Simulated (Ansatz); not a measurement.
**CsSrF3 (Pm-3m): a soft mode frozen in**

Which phase does CsSrF3 (Pm-3m) fall into along its unstable mode, and how much energy does it gain?

Calculated with Ansatz 0.2.0; DFT PBEsol, scalar-relativistic, plane waves, PAW; PAW set soft_1.

## 1. Set-up

Symmetry: Pm-3m, No. 221, cubic system. The conventional cell has a = 4.737 Å, b = 4.737 Å, c = 4.737 Å, α = 90.00°, β = 90.00°, γ = 90.00°. Nearest to Cs lie 12 F at 3.35 Å. Nearest to Sr lie 6 F at 2.37 Å. Nearest to F lie 2 Sr at 2.37 Å and 4 Cs at 3.35 Å. Farther neighbours and most contacts between anions are not listed.

## 2. The dispersion

The cell comes from relaxations at this level that are not shown. Stability and thermal properties need the whole zone. Linear response on a 2×2×2 q mesh gives force constants as far as a supercell of that size would, and the tensors from the zone-centre run are typed in so that the long-range dipole term is interpolated apart.

Contents of input.yaml:

```yaml
crystal:
  lattice:
    - [4.7371927409, 0.0, 0.0]
    - [0.0, 4.7371927409, 0.0]
    - [0.0, 0.0, 4.7371927409]
  atoms:
    - { symbol: Cs, position: [0.0, 0.0, 0.0] }
    - { symbol: Sr, position: [0.5, 0.5, 0.5] }
    - { symbol: F, position: [0.0, 0.5, 0.5] }
    - { symbol: F, position: [0.5, 0.0, 0.5] }
    - { symbol: F, position: [0.5, 0.5, 0.0] }
kpoints:
  mp_grid: { grid: [6, 6, 6] }
hamiltonian:
  xc: pbesol
  pseudopotentials: { kind: paw, azcp: { folder: soft_1 }, xc_functional: pbe }
scf:
  occupations: { method: fixed }
output:
  eigenvalues: true
phonons:
  method: dfpt
  qmesh: [2, 2, 2]
  temperatures: { t_max: 1000, t_step: 50 }
  qpath:
    path:
      - [[0.0, 0.0, 0.0], [0.0, 0.5, 0.0], [0.5, 0.5, 0.0], [0.0, 0.0, 0.0], [0.5, 0.5, 0.5], [0.0, 0.5, 0.0]]
      - [[0.5, 0.5, 0.5], [0.5, 0.5, 0.0]]
    npoints: 10
  non_analytic_term:
    high_frequency_dielectric_tensor: [[2.2877, 0.0, 0.0], [0.0, 2.2877, 0.0], [0.0, 0.0, 2.2877]]
    born_effective_charges:
      - { species: Cs, tensor: [[1.3028, 0.0, 0.0], [0.0, 1.3028, 0.0], [0.0, 0.0, 1.3028]] }
      - { species: Sr, tensor: [[2.4582, 0.0, 0.0], [0.0, 2.4582, 0.0], [0.0, 0.0, 2.4582]] }
      - { species: F, tensor: [[-1.7053, 0.0, 0.0], [0.0, -1.0279, 0.0], [0.0, 0.0, -1.0279]] }
      - { species: F, tensor: [[-1.0279, 0.0, 0.0], [0.0, -1.7053, 0.0], [0.0, 0.0, -1.0279]] }
      - { species: F, tensor: [[-1.0279, 0.0, 0.0], [0.0, -1.0279, 0.0], [0.0, 0.0, -1.7053]] }
    source: "zone-centre run at this cell"
```

The run is started by

```bash
$ ansatz run input.yaml --threads 4 --pin off --max-ram 10240MiB --backend cpu --events-out ev --progress --plain --runs-dir out
```

Numbers of over 12 decimals in the logs are rounded to 6 here.

The log of the run:

```text
Engine: ansatz 0.2.0, aarch64-unknown-linux-gnu
Pseudopotentials: kind: paw
Pseudopotential: Cs, paw, valence charge 9, recommended cutoff 420 eV (normal), soft_1/Cs.paw.azcp
Pseudopotential: Sr, paw, valence charge 10, recommended cutoff 420 eV (normal), soft_1/Sr.paw.azcp
Pseudopotential: F, paw, valence charge 7, recommended cutoff 420 eV (normal), soft_1/F.paw.azcp
Functional definition: PBEsol
  exchange = pbesol_x
  correlation = pbesol_c
Crystal: 5 atoms, lattice volume = 106.307 Å³
Basis set: ecut = 420 eV, 2103 PW (Γ), exchange–correlation on 64×64×64 points (8 copies of the dense FFT grid, shifted against one another)
Bands: 25, of which v1, the nominal top of the filled ones, is band 20 counted from 1 (19 counted from 0)
Symmetry: 48 space group operations
k-points: 20 of 216
Non-local potential: Cs, projectors of the file, l = 0: 3, l = 1: 2, l = 2: 2, l = 3: 2
Non-local potential: Sr, projectors of the file, l = 0: 3, l = 1: 2, l = 2: 2
Non-local potential: F, projectors of the file, l = 0: 2, l = 1: 2, l = 2: 1
PAW form: soft (Blöchl's): semilocal exchange-correlation on the pseudo side does not see the compensation charge
PAW frozen core: Cs, regenerated for the run's functional, and the local potential with it (the file was generated under x = pbe(κ = 0.804, μ = 0.219515), c = pbe(β = 0.066725))
PAW frozen core: Sr, regenerated for the run's functional, and the local potential with it (the file was generated under x = pbe(κ = 0.804, μ = 0.219515), c = pbe(β = 0.066725))
PAW frozen core: F, regenerated for the run's functional, and the local potential with it (the file was generated under x = pbe(κ = 0.804, μ = 0.219515), c = pbe(β = 0.066725))
PAW one-centre angular grid: Cs, 194 points (default); XC on 64 Gauss nodes
PAW one-centre angular grid: Sr, 110 points (default); XC on 64 Gauss nodes
PAW one-centre angular grid: F, 110 points (default); XC on 64 Gauss nodes
Initial density: superposition of atomic densities (chi_scale 0.1, normalization cell, long waves kept (reshape's long-wave potential 0.00 eV rms))
Initial wavefunctions: pseudopotential atomic-orbital guess
Functional: x = pbesol(κ = 0.804, μ = 0.123457), c = pbesol(β = 0.046)
SCF iter   1: F=—  HF=-11494.366687 eV  |F-HF|=—  |Δ(HF+E_count)|=         —  Δρ=1.66e-1  dr2=2.49e1  ethr=3.10e-3  ⟨swp⟩=6.4  Hψ=2619  notcnv=0  defer=36
preconditioner: auto → Resta (q_TF=auto, 2.318 Å⁻¹)  ε∞=3.5  [insulator: Δε(μ)=3.185 eV  Ē_g=13.759 eV  n_scr=26 (ndim 8)  ℏωp=21.6 eV  f_vac=0.001  ε∞_Penn≈3.5]
SCF iter   2: F=—  HF=-11489.096681 eV  |F-HF|=—  |Δ(HF+E_count)|=    5.27e0  Δρ=7.55e-2  dr2=3.51e0  ethr=3.10e-3  ⟨swp⟩=4.2  Hψ=1469  notcnv=0  defer=34
SCF iter   3: F=—  HF=-11488.286969 eV  |F-HF|=—  |Δ(HF+E_count)|=   8.10e-1  Δρ=1.88e-2  dr2=4.92e-1  ethr=3.10e-3  ⟨swp⟩=2.2  Hψ=1021  notcnv=0  defer=27
SCF iter   4: F=—  HF=-11488.188364 eV  |F-HF|=—  |Δ(HF+E_count)|=   9.86e-2  Δρ=6.19e-3  dr2=4.00e-2  ethr=1.23e-3  ⟨swp⟩=2.7  Hψ=1060  notcnv=0  defer=50
SCF iter   5: F=—  HF=-11488.188113 eV  |F-HF|=—  |Δ(HF+E_count)|=   2.51e-4  Δρ=1.42e-3  dr2=1.90e-3  ethr=9.99e-5  ⟨swp⟩=3.0  Hψ=883  notcnv=0  defer=53
SCF iter   6: F=—  HF=-11488.188406 eV  |F-HF|=—  |Δ(HF+E_count)|=   2.94e-4  Δρ=3.38e-4  dr2=1.62e-4  ethr=4.74e-6  ⟨swp⟩=2.9  Hψ=882  notcnv=0  defer=55
SCF iter   7: F=—  HF=-11488.188434 eV  |F-HF|=—  |Δ(HF+E_count)|=   2.73e-5  Δρ=1.02e-4  dr2=1.29e-5  ethr=4.05e-7  ⟨swp⟩=2.0  Hψ=774  notcnv=0  defer=54
SCF iter   8: F=—  HF=-11488.188435 eV  |F-HF|=—  |Δ(HF+E_count)|=   1.52e-6  Δρ=1.40e-5  dr2=1.25e-7  ethr=3.21e-8  ⟨swp⟩=2.1  Hψ=796  notcnv=0  defer=51
SCF iter   9: F=—  HF=-11488.188435 eV  |F-HF|=—  |Δ(HF+E_count)|=   2.44e-7  Δρ=2.74e-6  dr2=7.73e-9  ethr=3.12e-10  ⟨swp⟩=2.0  Hψ=831  notcnv=0  defer=45
SCF iter  10: F=—  HF=-11488.188435 eV  |F-HF|=—  |Δ(HF+E_count)|=  6.15e-10  Δρ=2.39e-7  dr2=6.89e-11  ethr=1.93e-11  ⟨swp⟩=2.1  Hψ=779  notcnv=0  defer=45
SCF iter  11: F=-11488.188435 eV  HF=-11488.188435 eV  |F-HF|=3.64e-12  |Δ(HF+E_count)|=  5.82e-11  Δρ=4.80e-8  dr2=2.38e-12  ethr=1.00e-12  ⟨swp⟩=15.9  Hψ=4090  notcnv=0
SCF 1 converged in 11 iterations: F = -11488.188435 eV  dr2 = 2.38e-12
  greatest PAW one-centre occupation: 0.987 electrons in one spin orbital (limit 2), on the Sr atom at site 1 (counted from 0), in its partial waves of l = 0
NSCF: frozen V_eff on 20 k-points
NSCF: frozen V_eff on 64 k-points
DFPT response loops at q = (0, 0, 0) (fractional): preconditioner auto → none (the input reference at scf.mixing.eps_inf says where Resta's filter doesn't serve); β = 0.50; Broyden in place of MSR1
NSCF: frozen V_eff on 128 k-points
DFPT response loops at q = (0, 0, -0.5) (fractional): preconditioner auto → Resta (q_TF=auto, 2.318 Å⁻¹)  ε∞=3.1 (no band partly filled); β = 1.00, the filter's whole step (`scf.mixing.beta` (0.50) is not read by the response loops at its default; to damp them type it under 1.00, their step now; it binds the ground state too); Broyden in place of MSR1
NSCF: frozen V_eff on 128 k-points
DFPT response loops at q = (0, -0.5, -0.5) (fractional): preconditioner auto → none (the input reference at scf.mixing.eps_inf says where Resta's filter doesn't serve); β = 0.50; Broyden in place of MSR1
NSCF: frozen V_eff on 128 k-points
DFPT response loops at q = (-0.5, -0.5, -0.5) (fractional): mixed as the last ones told, above
SCF converged after 11 iterations
Free energy (F): -11488.188435 eV
Harris-Foulkes:  -11488.188435 eV  (|F-HF|=3.64e-12)
Internal energy: -11488.188435 eV  (E = F + TS)
E sigma→0 (E₀):  -11488.188435 eV
Fermi energy:    2.214855 eV
--- Per-component energies (eV) ---
  E_band       = -227.914677
  E_kinetic    = 972.429551
  E_local      = -2934.817982  (includes V_loc(G=0)·N_el)
  E_nonlocal   = 521.006309
  E_hartree    = 1036.256532
  E_xc         = -582.460463
  E_vxc        = -590.438542  (∫ρ·V_xc dr)
  E_paw        = -8211.009494  (= ΣΔE_a)
  E_vpaw       = -268.609173  (= ΣTr[D̂ρ^β])
  E_aug_tail   = 0.002064  (compensation charges beyond the density's cutoff)
  E_ewald      = -2290.000792
  E_core_change = 0.405840  (= ΣΔE_core)
  E_smearing   = -0.000000  (= −TS)
  E_closure    = 0.000000  (closes the sum)
  Σ components = -11488.188435   (vs F -11488.188435, Δ=0.00e0)
--- Band table (eV; the first three rows and the last of 20) ---
  k-point 0: bands = [... 16 lower, 1.9373, 2.2149, 2.2149, 2.2149, 8.5138, 9.9072, 9.9072, 10.8599, ... 1 higher]
  k-point 1: bands = [... 16 lower, 1.8999, 1.9192, 2.2114, 2.2114, 8.8907, 10.0862, 10.2229, 10.9944, ... 1 higher]
  k-point 2: bands = [... 16 lower, 1.8227, 1.8227, 2.2062, 2.2062, 9.6853, 10.4919, 11.0285, 11.3694, ... 1 higher]
  k-point 19: bands = [... 16 lower, 1.5621, 2.1730, 2.1730, 2.1730, 10.6985, 10.6985, 10.6985, 12.7208, ... 1 higher]
--- Phonons (Γ-DFPT): 4 representative perturbations + reference (Σ response iterations 13) ---
  ASR residual: 4.799e-4 → 0.000e0 eV/Å²; symmetrization residual: 3.825e-6 eV/Å²
  ASR residual per site (eV/Å²): 2.88e-5 4.80e-4 4.37e-4 4.37e-4 4.37e-4
  Γ frequencies (cm⁻¹): 0.00 0.00 0.00 22.11 22.11 22.11 53.32 53.32 53.32 119.75 119.75 119.75 345.62 345.62 345.62
--- Phonons (arbitrary-q DFPT): 4 irreducible q on the 2×2×2 mesh ---
  q = [0.0000, 0.0000, 0.0000] (star 1, of the zone-centre solve; hermiticity 1.03e-6, symmetrization 3.13e-13): 0.00 0.00 0.00 22.11 22.11 22.11 53.32 53.32 53.32 119.75 119.75 119.75 345.62 345.62 345.62
  q = [0.0000, 0.0000, -0.5000] (star 3, 9 solved perturbations in 504 linear systems a pass and spin channel, the states on 64 of 216 k-point pairs; hermiticity 4.81e-7, symmetrization 1.29e-7): 25.83 25.83 38.57 38.57 63.01 74.34 86.63 86.63 106.22 106.22 123.59 237.57 345.24 345.24 400.62
  q = [0.0000, -0.5000, -0.5000] (star 3, 9 solved perturbations in 504 linear systems a pass and spin channel, the states on 64 of 216 k-point pairs; hermiticity 4.46e-7, symmetrization 1.22e-7): -61.90 2.27 2.27 31.93 80.78 89.25 89.25 90.86 90.86 183.64 193.80 193.80 344.71 349.46 424.60
  q = [-0.5000, -0.5000, -0.5000] (star 1, 4 solved perturbations in 184 linear systems a pass and spin channel, the states on 64 of 216 k-point pairs; hermiticity 7.23e-8, symmetrization 1.66e-8): -66.36 -66.36 -66.36 27.15 27.15 27.15 150.74 150.74 150.74 184.83 184.83 184.83 349.27 349.27 439.56
  sum rule: each row above includes the acoustic sum rule's correction from the zone centre's row sums; it moved no ω² by more than (2.50 cm⁻¹)²
  mesh force constants: q→R imaginary residual 7.47e-18; ASR residual 4.799e-4 → 0.000e0 eV/Å²; symmetrization residual 3.997e-15 eV/Å²
  interpolated dispersion: 63 rows × 15 modes
  density of states and harmonic sums: on the 14×14×14 q-mesh, interpolated from the force constants of a 2×2×2 supercell (with the dipole–dipole term of supplied tensors)
  largest difference from the sums on the solved wave vectors: F 1.55e-1 eV, S 1.57e-4 and C_V 1.42e-5 eV/K
  zero-point energy: 0.131231 eV/cell   skipped modes (ω ≤ 0): 144, of them read as no rigid motion or as one in doubt: 141 (1.144e0 modes/cell left out, lowest -66.36 cm⁻¹)   left out of the sums: 7.63e-2 of the cell's modes: C_V's classical limit lies that fraction below 3 k_B per atom; for a crystal, a wire or a layer, F and S can be off by more, and a phonons.interpolated_qmesh denser along its periods is the remedy for the sampling
```

Elapsed: 91 s, on 4 threads of Arm Neoverse V1, shared host; peak memory 0.81 GiB; 5.8 min of CPU time.

In the SCF lines HF is the Harris–Foulkes energy and dr2 the Hartree energy of the density residual, in eV; the loop may stop once dr2 is under the threshold and the program's other checks hold. Hψ counts applications of the Hamiltonian.

Numbers from this step:

* gap on the k-mesh: 6.299 eV
* volume per atom: 21.26 Å³
* sum-rule residual before enforcement: 4.80e-4 eV/Å²
* lowest frequency on the path: -66.36 cm⁻¹
* point group: m-3m
* highest frequency on the path or at a solved wavevector: 439.6 cm⁻¹
* highest optical mode at the zone centre (no LO-TO term): 345.6 cm⁻¹
* lowest optical zone-centre mode: 22.11 cm⁻¹
* lowest mode on the q mesh (acoustic modes at Γ apart): -66.36 cm⁻¹

Frequencies (cm⁻¹) solved at each irreducible wavevector; negative means imaginary. Frequencies by wavevector, by row:

```
q in reciprocal lattice units  star  mode 1  mode 2  mode 3  mode 4  mode 13  mode 14  mode 15
                        0 0 0     1       0       0       0    22.1    345.6    345.6    345.6
                     0 0 -0.5     3    25.8    25.8    38.6    38.6    345.2    345.2    400.6
                  0 -0.5 -0.5     3   -61.9     2.3     2.3    31.9    344.7    349.5    424.6
               -0.5 -0.5 -0.5     1   -66.4   -66.4   -66.4    27.1    349.3    349.3    439.6
```

Interpolated from a 2×2×2 q mesh, with the LO-TO term (at Γ the limit along the path; where Γ stands inside the path, tables give the limit on arrival). Phonon branches along the path, in cm⁻¹:

```
    point  branch 1  branch 2  branch 3  branch 4  branch 12  branch 13  branch 14  branch 15
        Γ         0         0         0        22        178        346        346        409
  halfway        21        21        32        32        204        345        345        406
        X        26        26        39        39        238        345        345        401
  halfway       -38        26        29        34        220        345        346        414
        M       -62         2         2        32        194        345        350        425
  halfway       -22        26        28        42        199        345        345        411
        Γ         0         0         0        22        178        346        346        409
  halfway       -19         8         8        37        192        346        346        417
        R       -66       -66       -66        27        185        349        349        440
  halfway       -43       -29        24        30        208        347        347        423
        X        26        26        39        39        238        345        345        401
jump to R       -66       -66       -66        27        185        349        349        440
  halfway       -64       -38       -38        31        191        347        349        432
        M       -62         2         2        32        194        345        350        425
```

Symmetry leaves 4 wavevectors to solve. The lowest mode among them, the acoustic zeros apart, lies at q = (-0.5, -0.5, -0.5) and is imaginary, 66.4i cm⁻¹, so the energy falls along it.

## 3. The mode frozen in, largest atomic shift 0 Å

The mode followed lies at q = (-0.5, -0.5, -0.5) with frequency 66.4i cm⁻¹ and is 3-fold degenerate, the softest among the wavevectors solved. At small amplitude the distorted cell has space group no. 74 by a symmetry search on the positions. The undistorted cell that holds it gives the zero of energy on the same k mesh.

System of this step: CsSrF3. It takes space group Pm-3m (No. 221, cubic). The conventional cell has a = 4.737 Å, b = 4.737 Å, c = 4.737 Å, α = 90.00°, β = 90.00°, γ = 90.00°. Nearest to Cs lie 12 F at 3.35 Å. Sr has 6 F at 2.37 Å nearest. F has 2 Sr at 2.37 Å and 4 Cs at 3.35 Å nearest. Farther neighbours and most contacts between anions are not listed.

Contents of input.yaml:

```yaml
crystal:
  lattice:
    - [4.7371927409, 4.7371927409, 0.0]
    - [4.7371927409, 0.0, 4.7371927409]
    - [4.7371927409, 0.0, -4.7371927409]
  atoms:
    - { symbol: Cs, position: [0.0, 0.5, 0.5] }
    - { symbol: Cs, position: [0.0, 0.0, 0.0] }
    - { symbol: Sr, position: [0.5, 0.25, 0.75] }
    - { symbol: Sr, position: [0.5, 0.75, 0.25] }
    - { symbol: F, position: [0.5, 0.0, 0.5] }
    - { symbol: F, position: [0.5, 0.5, 0.0] }
    - { symbol: F, position: [0.0, 0.0, 0.5] }
    - { symbol: F, position: [0.0, 0.5, 0.0] }
    - { symbol: F, position: [0.5, 0.5, 0.5] }
    - { symbol: F, position: [0.5, 0.0, 0.0] }
kpoints:
  mp_grid: { grid: [6, 6, 6] }
hamiltonian:
  xc: pbesol
  pseudopotentials: { kind: paw, azcp: { folder: soft_1 }, xc_functional: pbe }
scf:
  occupations: { method: gaussian, width: 0.02 }
output:
  forces: true
  stress: true
  eigenvalues: true
```

The log of the run:

```text
[...]
Crystal: 10 atoms, lattice volume = 212.615 Å³
Basis set: ecut = 420 eV, 4111 PW (Γ), exchange–correlation on 90×90×90 points (8 copies of the dense FFT grid, shifted against one another)
Bands: 50, of which v1, the nominal top of the filled ones, is band 40 counted from 1 (39 counted from 0)
Symmetry: 96 space group operations
[...]
k-points: 16 of 216
[...]
k-point 0: bands = [... 36 lower, 2.1730, 2.2149, 2.2149, 2.2149, 8.5138, 9.9072, 9.9072, 10.6985, ... 4 higher]
  k-point 1: bands = [... 36 lower, 2.1342, 2.1378, 2.1378, 2.1505, 8.8058, 10.0947, 10.0947, 10.6910, ... 4 higher]
  k-point 2: bands = [... 36 lower, 1.9951, 2.0630, 2.0630, 2.0903, 9.5284, 10.5937, 10.5937, 10.7353, ... 4 higher]
  k-point 15: bands = [... 36 lower, 1.9908, 2.1271, 2.1919, 2.1995, 10.3955, 10.6287, 10.7349, 10.9972, ... 4 higher]
[key lines of the parts left out:]
SCF converged after 9 iterations
Free energy (F): -22976.376834 eV
Fermi energy:    5.364421 eV
P = ⅓ Tr σ = 0.0029 GPa (0.029 kbar)
```

Wall time 3.7 s (4 threads); peak memory 0.68 GiB.

This step gave:

```yaml
pressure: 0.002931 GPa
energy_from_the_undistorted_cell: 0 meV/atom
```

At this level the gap is 6.30 eV on the k-mesh of the self-consistent run, which can miss the band edges.

## 4. The mode frozen in, largest atomic shift 0.45 Å

The atoms are moved along the unstable eigenvector, the largest shift by 0.45 Å, with the cell fixed.

input.yaml, the sections that differ from step 3:

```yaml
crystal:
  lattice:
    - [4.7371927409, 4.7371927409, 0.0]
    - [4.7371927409, 0.0, 4.7371927409]
    - [4.7371927409, 0.0, -4.7371927409]
  atoms:
    - { symbol: Cs, position: [0.0, 0.5, 0.5] }
    - { symbol: Cs, position: [0.0, 0.0, 0.0] }
    - { symbol: Sr, position: [0.5, 0.25, 0.75] }
    - { symbol: Sr, position: [0.5, 0.75, 0.25] }
    - { symbol: F, position: [0.5, -0.033585086, 0.533585086] }
    - { symbol: F, position: [0.5, 0.533585086, -0.033585086] }
    - { symbol: F, position: [0.0, -0.033585086, 0.533585086] }
    - { symbol: F, position: [0.0, 0.533585086, -0.033585086] }
    - { symbol: F, position: [0.5671701721, 0.4328298279, 0.4328298279] }
    - { symbol: F, position: [0.4328298279, 0.0671701721, 0.0671701721] }
# kpoints, hamiltonian, scf, output: as in step 3
```

The log of the run:

```text
[...]
Crystal: 10 atoms, lattice volume = 212.615 Å³
Basis set: ecut = 420 eV, 4111 PW (Γ), exchange–correlation on 90×90×90 points (8 copies of the dense FFT grid, shifted against one another)
Bands: 50, of which v1, the nominal top of the filled ones, is band 40 counted from 1 (39 counted from 0)
Symmetry: 8 space group operations
[...]
k-points: 46 of 216
[...]
k-point 0: bands = [... 36 lower, 2.0821, 2.0824, 2.1167, 2.1169, 8.5163, 10.0079, 10.2429, 10.6968, ... 4 higher]
  k-point 1: bands = [... 36 lower, 2.0494, 2.0641, 2.0893, 2.1126, 8.8013, 10.1759, 10.4137, 10.7769, ... 4 higher]
  k-point 2: bands = [... 36 lower, 1.9848, 2.0210, 2.0728, 2.1284, 9.5072, 10.5973, 10.8049, 10.8117, ... 4 higher]
  k-point 45: bands = [... 36 lower, 2.0287, 2.0757, 2.1030, 2.1362, 10.4506, 10.6046, 10.8396, 11.0838, ... 4 higher]
[key lines of the parts left out:]
SCF converged after 10 iterations
Free energy (F): -22976.424493 eV
Fermi energy:    5.336734 eV
P = ⅓ Tr σ = -0.5054 GPa (-5.054 kbar)
```

The job ended after 10 s (4 threads; peak memory 0.84 GiB).

Numbers from this step:

| Item | Value |
| --- | --- |
| pressure | -0.5054 GPa |
| gap on the k-mesh | 6.359 eV |
| energy from the undistorted cell | -4.766 meV/atom |

The energy, extrapolated to zero smearing, is -4.77 meV/atom against the undistorted cell.

The run ends at a pressure of -0.51 GPa, with forces up to 0.097 eV/Å.

## 5. Energy along the mode, all amplitudes (two of the runs are shown above)

An imaginary frequency means negative curvature, so the energy should fall and then rise again as anharmonic terms take over.

Numbers from this step:

```yaml
depth_at_the_lowest_point_sampled: 4.766 meV/atom
largest_atomic_shift_at_that_point: 0.45 Å
```

Table of energy from the parent by largest atomic shift:

```
largest atomic shift (Å)  energy from the parent (meV/atom)
                   0.000                                  0
                   0.040                             -0.098
                   0.080                             -0.386
                   0.140                              -1.13
                   0.220                              -2.53
                   0.320                              -4.32
                   0.450                              -4.77
                   0.600                               2.11
```

Displacement at unit largest shift by atom:

```
atom   x (Å)   y (Å)   z (Å)   size
 Cs1   0.000   0.000   0.000  0.000
 Cs2   0.000   0.000   0.000  0.000
 Sr3   0.000   0.000   0.000  0.000
 Sr4   0.000   0.000   0.000  0.000
  F5   0.000   0.000  -0.707  0.707
  F6   0.000   0.000   0.707  0.707
  F7   0.000   0.000  -0.707  0.707
  F8   0.000   0.000   0.707  0.707
  F9  -0.707   0.707   0.000  1.000
 F10   0.707  -0.707   0.000  1.000
```

The lowest of the steps tried is at 0.45 Å, 4.77 meV/atom below the parent; the bottom of the well need not coincide with a step.

[end of part 1 of 3]

[Logs are printed without paths, hosts, clocks, repeated set-up lines and the standing remarks that a program may print on its own settings, such as how far it seeks lower states.]

[Hosts, paths, dates, database ids (printed as entryN), source tags and the programs' standing remarks are cut or masked in the printed files.]
